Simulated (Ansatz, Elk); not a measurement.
# How far do independent atoms describe RbNbS3?

Structure refinements treat a crystal as free atoms side by side. For a made-up structure of RbNbS3 (cell and positions from a r2SCAN relaxation) the runs below show what the calculated density changes in F(hkl).

Method: DFT, PBE, all-electron APW+lo, Dirac cores, scalar-relativistic bands, static density, no spin, in Elk 11.2.3 (patched build).

The structure was built from a prototype and need not be the compound's stable phase.

### 1. Set-up

It takes space group Pm-3m (No. 221, cubic). Conventional cell: a = 4.881 Å, b = 4.881 Å, c = 4.881 Å, α = 90.00°, β = 90.00°, γ = 90.00°. Nearest to Nb lie 6 S at 2.44 Å. Rb has 12 S at 3.45 Å nearest. Nearest to S lie 2 Nb at 2.44 Å and 4 Rb at 3.45 Å. Farther neighbours and most contacts between anions are not listed.

### 2. Ground state and structure factors

An all-electron density is needed, since X-rays see the cores too. Task 0 finds the density and task 195 Fourier-transforms it; tshift is off so that phases refer to the origin typed.

elk.in

```
tasks
  0
  195

xctype
  20

spinpol
  .false.

rgkmax
  7.0

gmaxvr
  14.0

lmaxo
  7

lmaxapw
  8

swidth
  0.002

tshift
  .false.

ramdisk
  .false.

hmaxvr
  5.5

maxscl
  120

epspot
  1e-06

sppath
  './'

avec
  9.22326004409 -0.00000000000 -0.00000000000
  -0.00000000000 9.22326004409 0.00000000000
  -0.00000000000 0.00000000000 9.22326004409

atoms
  3
  'Nb.in'
  1
  0.0000000000 -0.0000000000 0.0000000000   0.000000 0.000000 0.000000
  'Rb.in'
  1
  0.5000000000 0.5000000000 0.5000000000   0.000000 0.000000 0.000000
  'S.in'
  3
  -0.0000000000 0.0000000000 0.5000000000   0.000000 0.000000 0.000000
  -0.0000000000 0.5000000000 0.0000000000   0.000000 0.000000 0.000000
  0.5000000000 0.0000000000 0.0000000000   0.000000 0.000000 0.000000

ngridk
  5 5 5
```

On the command line:

```
$ OMP_NUM_THREADS=4 elk
```

Numbers of over 12 decimals in the logs are rounded to 6 here.

Log:

```text
┌─────────────────────────┐
│ Elk code version 11.2.3 │
└─────────────────────────┘

All units are atomic (Hartree, Bohr, etc.)

┌─────────────────────────────────────────────────┐
│ Ground-state run starting from atomic densities │
└─────────────────────────────────────────────────┘

Lattice vectors :
   9.223260044      -0.000000000      -0.000000000
  -0.000000000       9.223260044       0.000000000
  -0.000000000       0.000000000       9.223260044

Reciprocal lattice vectors :
  0.6812325877       0.000000000       0.000000000
   0.000000000      0.6812325877       0.000000000
   0.000000000       0.000000000      0.6812325877

Unit cell volume      :    784.6091354
Brillouin zone volume :   0.3161449469

Muffin-tin inner radius fraction :   0.1000000000E-01

Nuclei treated as point charges

Species : 1 (Nb)
 parameters loaded from : Nb.in
 name : niobium
 nuclear charge    :   -41.00000000
 electronic charge :    41.00000000
 atomic mass :    169357.9704
 muffin-tin radius :    2.470882929
 number of radial points in muffin-tin :   1193
 inner part over the whole radius :   0.9946407158E-02
 number on inner part of muffin-tin    :    847
 approximate nuclear radius :   0.8268951942E-04
 number of mesh points to nuclear radius :    420
 atomic positions (lattice), magnetic fields (Cartesian) :
  1 :   0.00000000  0.00000000  0.00000000    0.00000000  0.00000000  0.00000000

Species : 2 (Rb)
 parameters loaded from : Rb.in
 name : rubidium
 nuclear charge    :   -37.00000000
 electronic charge :    37.00000000
 atomic mass :    155798.2686
 muffin-tin radius :    2.600000000
 number of radial points in muffin-tin :   1193
 inner part over the whole radius :   0.9947532429E-02
 number on inner part of muffin-tin    :    847
 approximate nuclear radius :   0.7999050501E-04
 number of mesh points to nuclear radius :    413
 atomic positions (lattice), magnetic fields (Cartesian) :
  1 :   0.50000000  0.50000000  0.50000000    0.00000000  0.00000000  0.00000000

Species : 3 (S)
 parameters loaded from : S.in
 name : sulphur
 nuclear charge    :   -16.00000000
 electronic charge :    16.00000000
 atomic mass :    58450.91931
 muffin-tin radius :    2.090747093
 number of radial points in muffin-tin :    793
 inner part over the whole radius :   0.9852261034E-02
 number on inner part of muffin-tin    :    553
 approximate nuclear radius :   0.6195814986E-04
 number of mesh points to nuclear radius :    251
 atomic positions (lattice), magnetic fields (Cartesian) :
  1 :   0.00000000  0.00000000  0.50000000    0.00000000  0.00000000  0.00000000
  2 :   0.00000000  0.50000000  0.00000000    0.00000000  0.00000000  0.00000000
  3 :   0.50000000  0.00000000  0.00000000    0.00000000  0.00000000  0.00000000

Total number of atoms per unit cell :    5
Total muffin-tin volume :    251.6573074
 ratio of muffin-tin to unit cell volume :   0.3207422602

Spin treatment :
 spin-unpolarised

Number of Bravais lattice symmetries :   48
Number of crystal symmetries         :   48
Crystal has inversion symmetry
Real symmetric eigensolver will be used

k-point grid :      5     5     5
k-point offset :    0.000000000       0.000000000       0.000000000
k-point set is reduced with full crystal symmetry group
Total number of k-points :       10

Muffin-tin radius times maximum |G+k| :    7.000000000
 using average radius
Maximum |G+k| for APW functions       :    3.085569668
Maximum (1/2)|G+k|²                   :    4.760370088
Maximum |G| for potential and density :    14.00000000
Constant for pseudocharge density :    9
 order of it for each species :   16  16  16
 order of it for pair densities of each species (exact exchange by exxq0 0: 17) :   12  13   8
Radial integration step length :    1

G-vector grid sizes :     42    42    42
Number of G-vectors :    36377

Maximum angular momentum used for
 APW functions            :    8
 outer part of muffin-tin :    7
 inner part of muffin-tin :    2

Total nuclear charge    :   -126.0000000
[...]
correlation                 :     -5.822431
 electron entropic           :    -0.73072736311947E-07
 total energy                :     -8000.8497390847

Density of states at Fermi energy :   0.1347008034E-02
 (states/Hartree/unit cell)

Estimated indirect band gap :   0.4750460795E-01
 from k-point 10 to k-point 1
Estimated direct band gap   :   0.6236367498E-01
 at k-point 1

Charges :
 core                        :    86.00000000
 valence                     :    40.00000000
 interstitial                :    9.255533778
 muffin-tins (core leakage)
  species : 1 (Nb)
   atom 1                    :    37.62063352     (  0.2309411073E-05)
  species : 2 (Rb)
[...]
species : 3 (S)
[...]
total in muffin-tins        :    116.7444662
 total calculated charge     :    125.9981993
 total charge                :    126.0000000
 error                       :   0.1800681697E-02

RMS change in Kohn-Sham potential (target) :   0.4168622811     (  0.1000000000E-05)
Absolute change in total energy (target)   :   0.2516562840     (  0.1000000000E-03)

[... loops 3 to 14 left out ...]

┌──────────────────┐
│ Loop number : 15 │
└──────────────────┘

Energies :
 Fermi                       :     0.176694
 sum of occupied eigenvalues :     -4689.4713492927
 electron kinetic            :      8223.2791266592
 core electron kinetic       :      8063.7730824311
 Coulomb                     :     -15926.089661996
 Coulomb potential           :     -12526.719901909
 nuclear-nuclear             :     -900.29634515220
 electron-nuclear            :     -17540.904185339
 Hartree                     :      2515.1108684952
 Madelung                    :     -9662.7297110416
 xc potential                :     -386.03057404322
 exchange                    :     -291.06174595145
 correlation                 :     -5.841821
 electron entropic           :    -0.99216630014423E-03
 total energy                :     -7999.7150943196

Density of states at Fermi energy :    81.11739136
 (states/Hartree/unit cell)

Estimated indirect band gap :   0.2718528913E-02
 from k-point 9 to k-point 10
Estimated direct band gap   :   0.4592579629E-02
 at k-point 10

Charges :
 core                        :    86.00000000
 valence                     :    40.00000000
 interstitial                :    9.161344705
 muffin-tins (core leakage)
  species : 1 (Nb)
[...]
species : 2 (Rb)
[...]
species : 3 (S)
[...]
total in muffin-tins        :    116.8386553
 total calculated charge     :    125.9986270
 total charge                :    126.0000000
 error                       :   0.1372998508E-02

RMS change in Kohn-Sham potential (target) :   0.3627602944E-06 (  0.1000000000E-05)
Absolute change in total energy (target)   :   0.2892101475E-04 (  0.1000000000E-03)

Convergence targets achieved

┌──────────────────┐
│ Loop number : 16 │
└──────────────────┘

Energies :
 Fermi                       :     0.176694
 sum of occupied eigenvalues :     -4689.4713328236
 electron kinetic            :      8223.2791322233
 core electron kinetic       :      8063.7730885072
 Coulomb                     :     -15926.089653456
 Coulomb potential           :     -12526.719900488
 nuclear-nuclear             :     -900.29634515220
 electron-nuclear            :     -17540.904168809
 Hartree                     :      2515.1108605055
 Madelung                    :     -9662.7297032120
 xc potential                :     -386.03056455921
 exchange                    :     -291.06174559209
 correlation                 :     -5.841821
 electron entropic           :    -0.99216647905593E-03
 total energy                :     -7999.7150798364

Density of states at Fermi energy :    81.11740868
 (states/Hartree/unit cell)

Estimated indirect band gap :   0.2718526415E-02
 from k-point 9 to k-point 10
Estimated direct band gap   :   0.4592575268E-02
 at k-point 10

Charges :
 core                        :    86.00000000
 valence                     :    40.00000000
 interstitial                :    9.161343761
 muffin-tins (core leakage)
  species : 1 (Nb)
[...]
species : 2 (Rb)
[...]
species : 3 (S)
   atom 1                    :    14.21883289     (  0.1459612302E-03)
   atom 2                    :    14.21883289     (  0.1459612302E-03)
   atom 3                    :    14.21883289     (  0.1459612302E-03)
 total in muffin-tins        :    116.8386562
 total calculated charge     :    125.9986270
 total charge                :    126.0000000
 error                       :   0.1372998784E-02

┌──────────────────────────────┐
│ Self-consistent loop stopped │
└──────────────────────────────┘

Warning : core states of species 3 leak from the muffin-tin :   0.1459612302E-03

Wrote STATE.OUT
```

The job ended after 23 s (4 threads of Arm Neoverse V2, shared host; peak memory 0.19 GiB).

SFACRHO.OUT:

```text

h k l indices transformed by vhmat matrix:
   1.000000000       0.000000000       0.000000000    
   0.000000000       1.000000000       0.000000000    
   0.000000000       0.000000000       1.000000000    

      h      k      l  multipl.   |H|            Re(F)            Im(F)           |F|

      0      0      0      1   0.0000000       126.00000      0.33943623E-16   126.00000    
      0      0      1      6  0.68123259       17.706263      0.24676228E-13   17.706263    
      0     -1      1     12  0.96340836       53.907782      0.61865425E-14   53.907782    
     -1     -1     -1      8   1.1799295      -32.908396     -0.81500055E-13   32.908396    
      0      0     -2      6   1.3624652       94.095153      0.44458677E-13   94.095153    
     -1     -2      0     24   1.5232824       12.997164     -0.54170684E-13   12.997164    
     -2      1      1     24   1.6686722       46.848117      0.15513714E-13   46.848117    
     -2      2      0     12   1.9268167       81.155050     -0.10171576E-13   81.155050    
     -2      1     -2     24   2.0436978       11.350236      0.15928069E-13   11.350236    
     -3      0      0      6   2.0436978       11.716446     -0.13283748E-13   11.716446    
      0      3     -1     24   2.1542466       42.591608     -0.74448341E-14   42.591608    
      3     -1      1     24   2.2593929      -22.866090      0.12242474E-13   22.866090    
      2      2      2      8   2.3598589       73.778901     -0.12871819E-12   73.778901    
      0      3     -2     24   2.4562190       10.556723      0.52132819E-14   10.556723    
     -3      1      2     48   2.5489389       39.128729     -0.18739506E-13   39.128729    
      4      0      0      6   2.7249304       68.818660     -0.66734290E-13   68.818660    
     -1      0      4     24   2.8087939       9.8725430     -0.13901777E-13   9.8725430    
      2     -3     -2     24   2.8087939       9.8272916     -0.10501535E-13   9.8272916
```

Elk indexes on the primitive cell of elk.in and gives |H| = 4π sin θ/λ in inverse bohr. Below, one row stands for each form hkl of the conventional cell (m members, Friedel mates merged), F is for one primitive cell and the density is static (no thermal factor). Free-atom factors are Waasmaier and Kirfel's, and R is Σm||F|−|F'||/Σm|F|.

```
hkl   m  sin θ/λ (Å⁻¹)  abs F, DFT  neutral atoms   diff.
100   6          0.102      17.706         17.793  -0.087
110  12          0.145      53.908         54.337  -0.430
111   8          0.177      32.908         32.199  +0.709
200   6          0.205      94.095         94.139  -0.044
210  24          0.229      12.997         13.220  -0.223
211  24          0.251      46.848         47.067  -0.219
220  12          0.290      81.155         81.294  -0.139
221  24          0.307      11.350         11.453  -0.102
300   6          0.307      11.716         11.453  +0.264
310  24          0.324      42.592         42.350  +0.241
311  24          0.340      22.866         23.117  -0.251
222   8          0.355      73.779         73.811  -0.032
320  24          0.369      10.557         10.397  +0.160
321  48          0.383      39.129         38.988  +0.141
400   6          0.410      68.819         68.710  +0.109
410  24          0.422       9.873          9.705  +0.168
322  24          0.422       9.827          9.705  +0.122
330  12          0.435      36.592         36.469  +0.123
```

### 3. The highest occupied states alone

An energy window below the Fermi level keeps the highest occupied states, to see at which angles they scatter; shallow core shells can lie inside it and anion s states outside. No new self-consistency is needed.

Edit elk.in of step 2 so:

```diff
@@ -1,3 +1,2 @@
 tasks
-  0
   195
@@ -40,2 +39,5 @@
 
+wsfac
+  -0.374550 0.476690
+
 sppath
```

On the command line:

```
$ OMP_NUM_THREADS=4 elk
```

Log:

```text
┌─────────────────────────────────┐
│ Elk code version 11.2.3 started │
└─────────────────────────────────┘

Info(readinput): the functional depends on the density's gradient
 muffin-tin radial points multiplied by    2.00000
 (not where nrmtscf is given)

┌────────────────────┐
│ Current task : 195 │
└────────────────────┘
Info(checkmt): changed muffin-tin radius of species 1 (Nb) from   2.6000 to   2.4709
Info(checkmt): changed muffin-tin radius of species 3 (S) from   2.2000 to   2.0907

Info(sfacrho): density structure factors written to SFACRHO.OUT

 Energy window :  -0.3745500000      0.4766900000

┌──────────────────┐
│ Elk code stopped │
└──────────────────┘
```

The job ended after 13 s (4 threads; peak memory 0.16 GiB; 15 s of CPU time).

States within 15 eV below the Fermi level hold 30.00 electrons; any levels below the window count with the cores. Their amplitudes can exceed the total, where window and core parts have opposite phase:

```
hkl  sin θ/λ (Å⁻¹)  abs F, window  abs F, all
100          0.102          2.454      17.706
110          0.145          1.818      53.908
111          0.177          8.721      32.908
200          0.205          7.572      94.095
210          0.229          0.009      12.997
211          0.251          0.563      46.848
220          0.290          1.691      81.155
221          0.307          0.138      11.350
300          0.307          0.199      11.716
310          0.324          0.407      42.592
```

### 4. Another functional

The difference from free atoms is small, so it is set against the change that LDA (Perdew-Wang) makes.

Edit elk.in of step 3 so:

```diff
@@ -1,2 +1,3 @@
 tasks
+  0
   195
@@ -4,3 +5,3 @@
 xctype
-  20
+  3
 
@@ -39,5 +40,2 @@
 
-wsfac
-  -0.374550 0.476690
-
 sppath
```

On the command line:

```
$ OMP_NUM_THREADS=4 elk
```

Log:

```text
┌─────────────────────────┐
│ Elk code version 11.2.3 │
└─────────────────────────┘

All units are atomic (Hartree, Bohr, etc.)

┌─────────────────────────────────────────────────┐
│ Ground-state run starting from atomic densities │
└─────────────────────────────────────────────────┘

Lattice vectors :
   9.223260044      -0.000000000      -0.000000000
  -0.000000000       9.223260044       0.000000000
  -0.000000000       0.000000000       9.223260044

Reciprocal lattice vectors :
  0.6812325877       0.000000000       0.000000000
[...]
species : 1 (Nb)
[...]
species : 2 (Rb)
[...]
species : 3 (S)
[...]
atom 2                    :    14.19349678     (  0.1406259623E-03)
   atom 3                    :    14.19349678     (  0.1406259623E-03)
 total in muffin-tins        :    116.7715830
 total calculated charge     :    125.9986554
 total charge                :    126.0000000
 error                       :   0.1344627882E-02

┌──────────────────────────────┐
│ Self-consistent loop stopped │
└──────────────────────────────┘

Warning : core states of species 3 leak from the muffin-tin :   0.1406259623E-03

Wrote STATE.OUT
[key lines of the parts left out:]
total energy                :     -7988.5757475940
```

Run time: 14 s. Hardware: 4 threads; peak memory 0.16 GiB; 28 s of CPU time.

Against the first run R = 0.07 %; the largest change is -0.065 at 111.

### 5. A coarser k-mesh

About half the k-points along each axis test the sampling.

Edit elk.in of step 4 so:

```diff
@@ -5,3 +5,3 @@
 xctype
-  3
+  20
 
@@ -63,2 +63,2 @@
 ngridk
-  5 5 5
+  2 2 2
```

On the command line:

```
$ OMP_NUM_THREADS=4 elk
```

Log:

```text
┌─────────────────────────┐
│ Elk code version 11.2.3 │
└─────────────────────────┘

All units are atomic (Hartree, Bohr, etc.)

┌─────────────────────────────────────────────────┐
│ Ground-state run starting from atomic densities │
└─────────────────────────────────────────────────┘

Lattice vectors :
   9.223260044      -0.000000000      -0.000000000
  -0.000000000       9.223260044       0.000000000
  -0.000000000       0.000000000       9.223260044

Reciprocal lattice vectors :
  0.6812325877       0.000000000       0.000000000
[...]
species : 1 (Nb)
[...]
species : 2 (Rb)
[...]
species : 3 (S)
[...]
atom 2                    :    14.19234705     (  0.1452856063E-03)
   atom 3                    :    14.19234705     (  0.1452856063E-03)
 total in muffin-tins        :    116.7947560
 total calculated charge     :    125.9988731
 total charge                :    126.0000000
 error                       :   0.1126857739E-02

┌──────────────────────────────┐
│ Self-consistent loop stopped │
└──────────────────────────────┘

Warning : core states of species 3 leak from the muffin-tin :   0.1452856063E-03

Wrote STATE.OUT
[key lines of the parts left out:]
total energy                :     -7999.6856734932
```

The job ended after 21 s (4 threads; peak memory 0.18 GiB; 34 s of CPU time).

Against the first run R = 0.10 %; the largest change is -0.121 at 411.

### 6. Settings against the effect

```
              run  R against the first run (%)  R against neutral atoms, low angle (%)  wall time
    PBE, rgkmax 7                         0.00                                    0.60       23 s
LDA (Perdew-Wang)                         0.07                                    0.59       14 s
     k-mesh 2×2×2                         0.10                                    0.62       21 s
```

### 7. Outcome

```
R against neutral atoms, sin θ/λ < 0.3 Å⁻¹ : 0.60 %
R against neutral atoms, 0.3 to 0.83 Å⁻¹   : 0.29 %
```

In words: Independent neutral atoms miss the calculated amplitudes by R = 0.60 % below 0.3 Å⁻¹ and 0.29 % from there to 0.83 Å⁻¹; by shells, 0.75 % below 0.15 Å⁻¹ (2 forms), 0.56 % 0.15 to 0.3 (5 forms), 0.59 % 0.3 to 0.45 (13 forms), 0.24 % above 0.45 (62 forms). Bonding, aspherical density and the tables' own atoms all enter these figures, and the runs don't part them. The largest change of an amplitude is +0.71 electrons, at 111. The window's part falls from 30.0 electrons at the origin to at most 0.62 between 0.45 and 0.83 Å⁻¹. The window holds more than the 24 outer electrons of the free atoms, so shallow core shells lie inside it. Below 0.3 Å⁻¹ the changes that finished (LDA (Perdew-Wang) and k-mesh 2×2×2) move F by R = 0.14 % at most, against the 0.60 % that separates it from free atoms. The basis has no finished test. These runs have no spin, though d or f shells may be open. Part of the difference isn't bonding: the tables are fits to free atoms and ions calculated by other methods than this functional. Thermal motion, anomalous dispersion and extinction are left out.

[Logs are printed without paths, hosts, clocks, repeated set-up lines and the standing remarks that a program may print on its own settings, such as how far it seeks lower states.]

[Hosts, paths, dates, database ids (printed as entryN), source tags and the programs' standing remarks are cut or masked in the printed files.]
